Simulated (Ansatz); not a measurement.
# LiZrBr3 (built on the sites of a database entry of CsSnBr3): following an unstable mode

Wanted: the energy along a soft mode of LiZrBr3 (built on the sites of a database entry of CsSnBr3) and the structure at the end.

Method: DFT PBEsol, scalar-relativistic, plane waves, norm-conserving pseudopotentials, in Ansatz 0.2.0.

The structure was built from a prototype and need not be the compound's stable phase.

**1. The structure**

The structure is cubic, space group Pm-3m (No. 221). Conventional cell: a = 5.288 Å, b = 5.288 Å, c = 5.288 Å, α = 90.00°, β = 90.00°, γ = 90.00°. Nearest to Li lie 12 Br at 3.74 Å. Nearest to Zr lie 6 Br at 2.64 Å. Nearest to Br lie 2 Zr at 2.64 Å. Farther neighbours and most contacts between anions are not listed.

**2. Response at finite wavevector**

The cell comes from relaxations at this level that are not shown. Stability and thermal properties need the whole zone. Linear response on a 2×2×2 q mesh gives force constants as far as a supercell of that size would.

The input, input.yaml:

```yaml
crystal:
  lattice:
    - [5.2880942881, 0.0, 0.0]
    - [0.0, 5.2880942881, 0.0]
    - [0.0, 0.0, 5.2880942881]
  atoms:
    - { symbol: Li, position: [0.0, 0.0, 0.0] }
    - { symbol: Zr, position: [0.5, 0.5, 0.5] }
    - { symbol: Br, position: [0.5, 0.0, 0.5] }
    - { symbol: Br, position: [0.5, 0.5, 0.0] }
    - { symbol: Br, position: [0.0, 0.5, 0.5] }
kpoints:
  mp_grid: { grid: [8, 8, 8] }
hamiltonian:
  xc: pbesol
  pseudopotentials: { kind: nc }
scf:
  occupations: { method: methfessel_paxton, width: 0.2 }
output:
  eigenvalues: true
phonons:
  method: dfpt
  qmesh: [2, 2, 2]
  temperatures: { t_max: 1000, t_step: 50 }
  qpath:
    path:
      - [[0.0, 0.0, 0.0], [0.0, 0.5, 0.0], [0.5, 0.5, 0.0], [0.0, 0.0, 0.0], [0.5, 0.5, 0.5], [0.0, 0.5, 0.0]]
      - [[0.5, 0.5, 0.5], [0.5, 0.5, 0.0]]
    npoints: 10
```

Run with:

```
> ansatz run input.yaml --threads 4 --pin off --max-ram 14336MiB --backend cpu --events-out ev --progress --plain --runs-dir out
```

Numbers of over 12 decimals in the logs are rounded to 6 here.

Log:

```text
Engine: ansatz 0.2.0, aarch64-unknown-linux-gnu
Pseudopotentials: kind: nc
Pseudopotential: Li, nc, valence charge 3, recommended cutoff 1006.821291 eV (normal), Li.nc.azcp (PseudoDojo's, or run here from an input of PseudoDojo's: the run reads no file of this project's for it)
Pseudopotential: Zr, nc, valence charge 12, recommended cutoff 897.975746 eV (normal), Zr.nc.azcp (PseudoDojo's, or run here from an input of PseudoDojo's: the run reads no file of this project's for it)
Pseudopotential: Br, nc, valence charge 7, recommended cutoff 625.861884 eV (normal), Br.nc.azcp (PseudoDojo's, or run here from an input of PseudoDojo's: the run reads no file of this project's for it)
Functional definition: PBEsol
  exchange = pbesol_x
  correlation = pbesol_c
Crystal: 5 atoms, lattice volume = 147.876 Å³
Basis set: ecut = 1006.821291 eV, 10827 PW (Γ), exchange–correlation on 120×120×120 points (8 copies of the dense FFT grid, shifted against one another)
Bands: 23, of which v1, the nominal top of the filled ones, is band 18 counted from 1 (17 counted from 0)
Symmetry: 48 space group operations
k-points: 35 of 512
Non-local potential: Li, projectors of the file, l = 0: 2, l = 1: 2
Non-local potential: Zr, projectors of the file, l = 0: 2, l = 1: 2, l = 2: 2
Non-local potential: Br, projectors of the file, l = 0: 2, l = 1: 2, l = 2: 2
Initial density: superposition of atomic densities (chi_scale 0.1, normalization cell), built separately for each of the 2 bonded fragments (scf.initial_density.interfragment_charge_transfer: auto; true builds it for the cell as a whole; a typed value also counts as a typed key of the start: scf.initial_density.chi_scale says what that changes, if anything)
Initial wavefunctions: pseudopotential atomic-orbital guess
Functional: x = pbesol(κ = 0.804, μ = 0.123457), c = pbesol(β = 0.046)
SCF iter   1: F=—  HF=-2863.032445 eV  |F-HF|=—  |Δ(HF+E_count)|=         —  Δρ=6.32e-2  dr2=1.75e1  ethr=3.10e-3  ⟨swp⟩=6.3  Hψ=3957  notcnv=0
preconditioner: auto → Kerker (q_TF=auto, 2.156 Å⁻¹)  [metal: Δε(μ)=0.112 eV  Ē_g=7.609 eV  σ=0.200 eV  W_gap=0.43  n_scr=26 (ndim 8)  ℏωp=15.6 eV  f_vac=0.000  D(μ)=2.99/eV (n_scr^D=18)]
SCF iter   2: F=—  HF=-2859.622490 eV  |F-HF|=—  |Δ(HF+E_count)|=    3.41e0  S|Δr|=    0.00e0  Δρ=1.82e-2  dr2=2.36e0  ethr=3.10e-3  ⟨swp⟩=7.4  Hψ=7279  notcnv=0
automatic band count: the SCF goes on with 28 bands, as 23 were too few: they end inside the smearing window of the response
preconditioner: auto → Resta (q_TF=auto, 2.156 Å⁻¹)  ε∞=4.2  [insulator: Δε(μ)=0.134 eV  Ē_g=7.638 eV  σ=0.200 eV  W_gap=0.51  n_scr=26 (ndim 8)  ℏωp=13.7 eV  f_vac=0.000  D(μ)=1.27/eV (n_scr^D=6)  ε∞_Penn≈4.2]
SCF iter   3: F=—  HF=-2858.967868 eV  |F-HF|=—  |Δ(HF+E_count)|=   6.55e-1  S|Δr|=    0.00e0  Δρ=7.79e-3  dr2=5.12e-1  ethr=3.10e-3  ⟨swp⟩=3.0  Hψ=1718  notcnv=0  defer=69
SCF iter   4: F=—  HF=-2858.845625 eV  |F-HF|=—  |Δ(HF+E_count)|=   1.22e-1  S|Δr|=    0.00e0  Δρ=5.11e-3  dr2=1.09e-1  ethr=1.42e-3  ⟨swp⟩=3.0  Hψ=1657  notcnv=0  defer=69
SCF iter   5: F=—  HF=-2858.824085 eV  |F-HF|=—  |Δ(HF+E_count)|=   2.15e-2  S|Δr|=    0.00e0  Δρ=1.11e-3  dr2=8.16e-3  ethr=3.03e-4  ⟨swp⟩=1.4  Hψ=1302  notcnv=0  defer=64
SCF iter   6: F=—  HF=-2858.822608 eV  |F-HF|=—  |Δ(HF+E_count)|=   1.48e-3  S|Δr|=    0.00e0  Δρ=3.49e-4  dr2=7.38e-4  ethr=2.27e-5  ⟨swp⟩=2.5  Hψ=1350  notcnv=0  defer=64
SCF iter   7: F=—  HF=-2858.822540 eV  |F-HF|=—  |Δ(HF+E_count)|=   6.80e-5  S|Δr|=    0.00e0  Δρ=1.25e-4  dr2=8.45e-5  ethr=2.05e-6  ⟨swp⟩=1.7  Hψ=1070  notcnv=0  defer=64
SCF iter   8: F=—  HF=-2858.822526 eV  |F-HF|=—  |Δ(HF+E_count)|=   1.39e-5  S|Δr|=    0.00e0  Δρ=2.83e-5  dr2=3.98e-6  ethr=2.35e-7  ⟨swp⟩=1.8  Hψ=997  notcnv=0  defer=64
SCF iter   9: F=—  HF=-2858.822530 eV  |F-HF|=—  |Δ(HF+E_count)|=   3.98e-6  S|Δr|=    0.00e0  Δρ=1.19e-5  dr2=9.36e-7  ethr=1.11e-8  ⟨swp⟩=2.5  Hψ=1394  notcnv=0  defer=64
SCF iter  10: F=—  HF=-2858.822464 eV  |F-HF|=—  |Δ(HF+E_count)|=   6.65e-5  S|Δr|=    0.00e0  Δρ=2.39e-6  dr2=3.37e-8  ethr=2.60e-9  ⟨swp⟩=2.2  Hψ=1254  notcnv=0  defer=64
SCF iter  11: F=—  HF=-2858.822464 eV  |F-HF|=—  |Δ(HF+E_count)|=   2.23e-9  S|Δr|=    0.00e0  Δρ=5.54e-7  dr2=7.82e-10  ethr=9.37e-11  ⟨swp⟩=2.6  Hψ=1471  notcnv=0  defer=64
SCF iter  12: F=—  HF=-2858.822464 eV  |F-HF|=—  |Δ(HF+E_count)|=  1.32e-11  S|Δr|=    0.00e0  Δρ=1.19e-7  dr2=1.47e-11  ethr=2.17e-12  ⟨swp⟩=2.2  Hψ=1457  notcnv=0  defer=64
SCF iter  13: F=-2858.822464 eV  HF=-2858.822464 eV  |F-HF|=1.36e-12  |Δ(HF+E_count)|=  6.37e-12  S|Δr|=    0.00e0  Δρ=1.45e-8  dr2=2.00e-13  ethr=1.00e-12  ⟨swp⟩=15.0  Hψ=6201  notcnv=0
SCF 1 converged in 13 iterations: F = -2858.822464 eV  dr2 = 2.00e-13
Initial density: read from a saved state, or passed on in memory by an earlier SCF of this step, an earlier step, the calling program or the single point that the run made first
iter 1 solved again at ethr=2.28e-7 eV; its pass at ethr=3.10e-3 eV (dr2=8.21e-5 eV) is discarded
SCF iter   1: F=—  HF=-2858.822529 eV  |F-HF|=—  |Δ(HF+E_count)|=         —  Δρ=1.20e-6  dr2=1.34e-9  ethr=2.28e-7  ⟨swp⟩=4.5  Hψ=7252  notcnv=0
eigensolver tolerance schedule: the retry pair's looser diagonalisation over-reported the residual by 61415.83 of it (diagonalisation noise at an unbounded share of the residual, at the tolerance the schedule requests for it); recorded, not acted on — ethr = c·dr2/N_el stays at c = 1.0e-1
preconditioner: auto → LDOS  [metal: Δε(μ)=0.020 eV  Ē_g=6.180 eV  σ=0.200 eV  W_gap=0.09  n_scr=26 (ndim 8)  ℏωp=13.7 eV  f_vac=0.072  D(μ)=2.74/eV (n_scr^D=18)  β→1.0]
SCF iter   2: F=—  HF=-2858.822464 eV  |F-HF|=—  |Δ(HF+E_count)|=   6.49e-5  S|Δr|=    0.00e0  Δρ=1.26e-6  dr2=1.68e-9  ethr=3.71e-12  ⟨swp⟩=4.4  Hψ=2709  notcnv=0
SCF iter   3: F=—  HF=-2858.822464 eV  |F-HF|=—  |Δ(HF+E_count)|=  4.26e-10  S|Δr|=    0.00e0  Δρ=6.11e-7  dr2=3.57e-10  ethr=3.71e-12  ⟨swp⟩=2.8  Hψ=1305  notcnv=0
SCF iter   4: F=—  HF=-2858.822464 eV  |F-HF|=—  |Δ(HF+E_count)|=  4.68e-11  S|Δr|=    0.00e0  Δρ=4.32e-7  dr2=1.81e-10  ethr=1.00e-12  ⟨swp⟩=1.0  Hψ=805  notcnv=0
SCF iter   5: F=—  HF=-2858.822464 eV  |F-HF|=—  |Δ(HF+E_count)|=  3.18e-11  S|Δr|=    0.00e0  Δρ=2.65e-7  dr2=6.94e-11  ethr=1.00e-12  ⟨swp⟩=1.0  Hψ=805  notcnv=0
SCF iter   6: F=-2858.822464 eV  HF=-2858.822464 eV  |F-HF|=5.00e-12  |Δ(HF+E_count)|=  1.46e-11  S|Δr|=    0.00e0  Δρ=9.81e-8  dr2=8.33e-12  ethr=1.00e-12  ⟨swp⟩=2.8  Hψ=2285  notcnv=0
SCF 2 converged in 6 iterations: F = -2858.822464 eV  dr2 = 8.33e-12
phonons: the bands overlap, so this run is a metal and interpolates without the dipole-dipole term. If the crystal is really an insulator or semiconductor, its LO-TO splitting is missing
NSCF: frozen V_eff on 35 k-points
NSCF: frozen V_eff on 125 k-points
DFPT response loops at q = (0, 0, 0) (fractional): preconditioner auto → Kerker (q_TF=auto, 2.156 Å⁻¹) (partly filled bands, converged f_vac=0.072); β = 1.00, the filter's whole step (`scf.mixing.beta` (0.50) is not read by the response loops under this deck's `scf.mixing.preconditioner`; to damp them name `kerker` or `kerker_dos`, under which they read `scf.mixing.beta`, and type it under 1.00, their step now; both keys bind the ground state too); Broyden in place of MSR1
NSCF: frozen V_eff on 250 k-points
DFPT response loops at q = (0, 0, -0.5) (fractional): mixed as the last ones told, above
NSCF: frozen V_eff on 250 k-points
DFPT response loops at q = (0, -0.5, -0.5) (fractional): mixed as the last ones told, above
NSCF: frozen V_eff on 250 k-points
DFPT response loops at q = (-0.5, -0.5, -0.5) (fractional): mixed as the last ones told, above
SCF converged after 13 iterations
Stability not checked: this state was not tested for a lower state beside it, because cold or Methfessel-Paxton smearing, or corrected tetrahedra, fill the levels in a way that the test cannot read (fill_not_monotonic; see scf.lower_state_search)
Free energy (F): -2858.822464 eV
Harris-Foulkes:  -2858.822464 eV  (|F-HF|=1.36e-12)
Internal energy: -2858.825209 eV  (E = F + TS)
E sigma→0 (E₀):  -2858.823150 eV
Entropy (-TS):   0.002745 eV (0.549 meV/atom)
Fermi energy:    6.405806 eV
--- Per-component energies (eV) ---
  E_band       = -341.928621
  E_kinetic    = 894.248781
  E_local      = -2309.315969  (includes V_loc(G=0)·N_el)
  E_nonlocal   = 202.112014
  E_hartree    = 727.083660
  E_xc         = -736.496988
  E_vxc        = -583.140757  (∫ρ·V_xc dr)
  E_ewald      = -1636.456707
  E_smearing   = 0.002745  (= −TS)
  E_closure    = 0.000000  (closes the sum)
  Σ components = -2858.822464   (vs F -2858.822464, Δ=0.00e0)
--- Band table (eV; the first three rows and the last of 35) ---
  k-point 0: bands = [... 14 lower, 2.1258, 2.1258, 2.1258, 5.4461, 5.4461, 5.4461, 5.7986, 7.1238, ... 6 higher]
  k-point 1: bands = [... 14 lower, 1.8303, 2.0783, 2.0783, 5.4547, 5.6727, 5.6727, 5.9764, 7.1250, ... 6 higher]
  k-point 2: bands = [... 14 lower, 1.6714, 2.0357, 2.0357, 5.4757, 6.2170, 6.2170, 6.4135, 7.1279, ... 6 higher]
  k-point 34: bands = [... 14 lower, 2.6293, 2.6293, 2.6293, 6.4908, 7.7688, 7.7688, 7.7688, 9.7569, ... 6 higher]
--- Phonons (Γ-DFPT): 4 representative perturbations + reference (Σ response iterations 12) ---
  ASR residual: 6.726e-5 → 0.000e0 eV/Å²; symmetrization residual: 1.142e-6 eV/Å²
  ASR residual per site (eV/Å²): 7.85e-6 6.73e-5 4.90e-6 4.90e-6 4.90e-6
  Γ frequencies (cm⁻¹): -154.02 -154.02 -154.02 0.00 0.00 0.00 39.02 39.02 39.02 86.04 86.04 86.04 253.80 253.80 253.80
--- Phonons (arbitrary-q DFPT): 4 irreducible q on the 2×2×2 mesh ---
  q = [0.0000, 0.0000, 0.0000] (star 1, of the zone-centre solve; hermiticity 2.10e-7, symmetrization 1.64e-14): -154.02 -154.02 -154.02 -0.00 -0.00 0.00 39.02 39.02 39.02 86.04 86.04 86.04 253.80 253.80 253.80
  q = [0.0000, 0.0000, -0.5000] (star 3, 9 solved perturbations in 975 linear systems a pass and spin channel, the states on 125 of 512 k-point pairs; hermiticity 1.00e-7, symmetrization 3.00e-13, the responses' own estimated error 2.5e-5 eV/Å²): -149.49 -149.49 -116.96 -5.86 -5.86 38.12 38.12 45.89 62.48 70.93 70.93 125.97 212.82 249.07 249.07
  q = [0.0000, -0.5000, -0.5000] (star 3, 9 solved perturbations in 975 linear systems a pass and spin channel, the states on 125 of 512 k-point pairs; hermiticity 1.22e-7, symmetrization 3.61e-14, the responses' own estimated error 3.0e-5 eV/Å²): -144.75 -136.09 -136.09 -46.19 27.28 27.28 39.45 60.75 60.75 84.01 127.12 127.12 211.47 216.63 243.57
  q = [-0.5000, -0.5000, -0.5000] (star 1, 4 solved perturbations in 350 linear systems a pass and spin channel, the states on 125 of 512 k-point pairs; hermiticity 1.93e-7, symmetrization 2.23e-13, the responses' own estimated error 3.2e-5 eV/Å²): -150.97 -150.97 -150.97 -49.02 -49.02 -49.02 85.09 85.09 85.09 120.31 120.31 120.31 213.67 213.67 219.63
  sum rule: each row above includes the acoustic sum rule's correction from the zone centre's row sums; it moved no ω² by more than (0.55 cm⁻¹)²
  mesh force constants: q→R imaginary residual 1.00e-18; ASR residual 6.726e-5 → 0.000e0 eV/Å²; symmetrization residual 8.882e-15 eV/Å²
  interpolated dispersion: 62 rows × 15 modes
  density of states and harmonic sums: on the 12×12×12 q-mesh, interpolated from the force constants of a 2×2×2 supercell (no non-analytic term)
  largest difference from the sums on the solved wave vectors: F 1.16e-1 eV, S 1.43e-4 and C_V 2.71e-5 eV/K
  zero-point energy: 0.074656 eV/cell   skipped modes (ω ≤ 0): 393, of them read as no rigid motion or as one in doubt: 390 (4.559e0 modes/cell left out, lowest -154.02 cm⁻¹)   left out of the sums: 3.04e-1 of the cell's modes: C_V's classical limit lies that fraction below 3 k_B per atom; for a crystal, a wire or a layer, F and S can be off by more, and a phonons.interpolated_qmesh denser along its periods is the remedy for the sampling
```

Run time: 12 min. Hardware: 4 threads of Arm Neoverse V1, shared host; peak memory 3.7 GiB.

Numbers from this step:

* volume per atom: 29.58 Å³
* gap on the k-mesh: 0 eV
* sum-rule residual before enforcement: 6.73e-5 eV/Å²
* lowest frequency on the path: -154.0 cm⁻¹
* point group: m-3m
* highest frequency on the path or at a solved wavevector: 253.8 cm⁻¹
* highest optical mode at the zone centre (no LO-TO term): 253.8 cm⁻¹
* lowest optical zone-centre mode: -154.0 cm⁻¹
* lowest mode on the q mesh (acoustic modes at Γ apart): -154.0 cm⁻¹

Frequencies (cm⁻¹) solved at each irreducible wavevector; negative means imaginary. Frequencies by wavevector, by row:

```
q in reciprocal lattice units  star  mode 1  mode 2  mode 3  mode 4  mode 13  mode 14  mode 15
                        0 0 0     1    -154    -154    -154       0    253.8    253.8    253.8
                     0 0 -0.5     3  -149.5  -149.5    -117    -5.9    212.8    249.1    249.1
                  0 -0.5 -0.5     3  -144.8  -136.1  -136.1   -46.2    211.5    216.6    243.6
               -0.5 -0.5 -0.5     1    -151    -151    -151     -49    213.7    213.7    219.6
```

Interpolated from a 2×2×2 q mesh. Phonon branches along the path, in cm⁻¹:

```
    point  branch 1  branch 2  branch 3  branch 4  branch 12  branch 13  branch 14  branch 15
        Γ      -154      -154      -154         0         86        254        254        254
  halfway      -152      -152      -137        -5        101        236        251        251
        X      -150      -150      -117        -6        126        213        249        249
  halfway      -147      -143      -127       -32        126        213        233        246
        M      -145      -136      -136       -46        127        212        217        244
  halfway      -150      -141      -139       -15        101        233        235        249
        Γ      -154      -154      -154         0         86        254        254        254
  halfway      -143      -143      -142       -24        100        232        232        234
        R      -151      -151      -151       -49        120        214        214        220
  halfway      -146      -145      -136       -36        125        214        230        232
        X      -150      -150      -117        -6        126        213        249        249
jump to R      -151      -151      -151       -49        120        214        214        220
  halfway      -148      -144      -144       -48        124        213        217        230
        M      -145      -136      -136       -46        127        212        217        244
```

Symmetry leaves 4 wavevectors to solve. The lowest mode among them, the acoustic zeros apart, lies at Γ and is imaginary, 154.0i cm⁻¹, so the energy falls along it.

**3. The mode frozen in, largest atomic shift 0 Å**

The mode followed lies at q = (-0.5, -0.5, -0.5) with frequency 151.0i cm⁻¹ and is 3-fold degenerate, one of the unstable modes though not the softest. At small amplitude the distorted cell has space group no. 139 by a symmetry search on the positions. The undistorted cell that holds it gives the zero of energy on the same k mesh.

System of this step: LiZrBr3 (built on the sites of a database entry of CsSnBr3). Symmetry: Pm-3m, No. 221, cubic system. Conventional cell: a = 5.288 Å, b = 5.288 Å, c = 5.288 Å, α = 90.00°, β = 90.00°, γ = 90.00°. Li has 12 Br at 3.74 Å nearest. Zr has 6 Br at 2.64 Å nearest. Nearest to Br lie 2 Zr at 2.64 Å. Farther neighbours and most contacts between anions are not listed.

The input, input.yaml:

```yaml
crystal:
  lattice:
    - [5.2880942881, 5.2880942881, 0.0]
    - [5.2880942881, 0.0, 5.2880942881]
    - [5.2880942881, 0.0, -5.2880942881]
  atoms:
    - { symbol: Li, position: [0.0, 0.0, 0.0] }
    - { symbol: Li, position: [0.0, 0.5, 0.5] }
    - { symbol: Zr, position: [0.5, 0.25, 0.75] }
    - { symbol: Zr, position: [0.5, 0.75, 0.25] }
    - { symbol: Br, position: [0.0, 0.0, 0.5] }
    - { symbol: Br, position: [0.0, 0.5, 0.0] }
    - { symbol: Br, position: [0.5, 0.0, 1.0] }
    - { symbol: Br, position: [0.5, 0.5, 0.5] }
    - { symbol: Br, position: [0.5, 0.0, 0.5] }
    - { symbol: Br, position: [0.5, 0.5, 0.0] }
kpoints:
  mp_grid: { grid: [8, 8, 8] }
hamiltonian:
  xc: pbesol
  pseudopotentials: { kind: nc }
scf:
  occupations: { method: methfessel_paxton, width: 0.2 }
output:
  forces: true
  stress: true
  eigenvalues: true
```

Log:

```text
[...]
Crystal: 10 atoms, lattice volume = 295.752 Å³
Basis set: ecut = 1006.821291 eV, 21595 PW (Γ), exchange–correlation on 160×160×160 points (8 copies of the dense FFT grid, shifted against one another)
Bands: 46, of which v1, the nominal top of the filled ones, is band 36 counted from 1 (35 counted from 0)
Symmetry: 96 space group operations
[...]
k-points: 29 of 512
[...]
k-point 0: bands = [... 32 lower, 2.6224, 2.6224, 5.4277, 5.4277, 5.4277, 5.7981, 6.4917, 7.1014, ... 6 higher]
  k-point 1: bands = [... 32 lower, 2.5578, 2.5844, 5.5218, 5.5502, 5.5502, 5.9487, 6.5782, 7.2373, ... 6 higher]
  k-point 2: bands = [... 32 lower, 2.3898, 2.4791, 5.7133, 5.8618, 5.8618, 6.3901, 6.8152, 7.1834, ... 6 higher]
  k-point 28: bands = [... 32 lower, 2.2083, 2.2083, 6.2404, 6.2404, 7.0484, 7.0484, 7.1717, 7.1717, ... 6 higher]
[key lines of the parts left out:]
SCF converged after 11 iterations
Free energy (F): -5717.636874 eV
Fermi energy:    6.448167 eV
P = ⅓ Tr σ = -0.0017 GPa (-0.017 kbar)
```

It took 27 s on 4 threads; peak memory 2 GiB; 1.8 min of CPU time.

Numbers from this step:

```
pressure                         : -0.001651 GPa
energy from the undistorted cell : 0 meV/atom
```

The run ends at a pressure of 0.00 GPa.

**4. The mode frozen in, largest atomic shift 0.6 Å**

The atoms are moved along the unstable eigenvector, the largest shift by 0.6 Å, with the cell fixed.

input.yaml, the sections that differ from step 3:

```yaml
crystal:
  lattice:
    - [5.2880942881, 5.2880942881, 0.0]
    - [5.2880942881, 0.0, 5.2880942881]
    - [5.2880942881, 0.0, -5.2880942881]
  atoms:
    - { symbol: Li, position: [-0.1134624247, 0.0567312124, 0.0567312124] }
    - { symbol: Li, position: [0.1134624247, 0.4432687876, 0.4432687876] }
    - { symbol: Zr, position: [0.5, 0.25, 0.75] }
    - { symbol: Zr, position: [0.5, 0.75, 0.25] }
    - { symbol: Br, position: [0.0, 0.0, 0.5] }
    - { symbol: Br, position: [0.0, 0.5, 0.0] }
    - { symbol: Br, position: [0.5, 0.0021751193, 1.0021751193] }
    - { symbol: Br, position: [0.5, 0.4978248807, 0.4978248807] }
    - { symbol: Br, position: [0.5, 0.0021751193, 0.4978248807] }
    - { symbol: Br, position: [0.5, 0.4978248807, 0.0021751193] }
# kpoints, hamiltonian, scf, output: as in step 3
```

Log:

```text
[...]
Crystal: 10 atoms, lattice volume = 295.752 Å³
Basis set: ecut = 1006.821291 eV, 21595 PW (Γ), exchange–correlation on 160×160×160 points (8 copies of the dense FFT grid, shifted against one another)
Bands: 46, of which v1, the nominal top of the filled ones, is band 36 counted from 1 (35 counted from 0)
Symmetry: 16 space group operations
[...]
k-points: 59 of 512
[...]
k-point 0: bands = [... 32 lower, 2.6003, 2.6003, 5.4035, 5.4188, 5.4188, 5.9147, 6.6377, 7.0970, ... 6 higher]
  k-point 1: bands = [... 32 lower, 2.5358, 2.5552, 5.5076, 5.5327, 5.5418, 6.0593, 6.7230, 7.2315, ... 6 higher]
  k-point 2: bands = [... 32 lower, 2.3684, 2.4413, 5.7138, 5.8393, 5.8553, 6.4776, 6.9494, 7.1818, ... 6 higher]
  k-point 58: bands = [... 32 lower, 1.9107, 2.4946, 5.4612, 7.0333, 7.0333, 7.0592, 7.0592, 7.1051, ... 6 higher]
[key lines of the parts left out:]
SCF converged after 11 iterations
Free energy (F): -5717.833192 eV
Fermi energy:    6.449250 eV
P = ⅓ Tr σ = 0.0746 GPa (0.746 kbar)
```

The job ended after 56 s (4 threads; peak memory 2.6 GiB; 3.7 min of CPU time).

Numbers from this step:

```yaml
pressure: 0.07458 GPa
energy_from_the_undistorted_cell: -19.56 meV/atom
```

The energy, extrapolated to zero smearing, is -19.56 meV/atom against the undistorted cell.

The run ends at a pressure of 0.07 GPa, with forces up to 0.29 eV/Å.

(Continued in part 2 of 2.)

[Logs are printed without paths, hosts, clocks, repeated set-up lines and the standing remarks that a program may print on its own settings, such as how far it seeks lower states.]

[Hosts, paths, dates, database ids (printed as entryN), source tags and the programs' standing remarks are cut or masked in the printed files.]
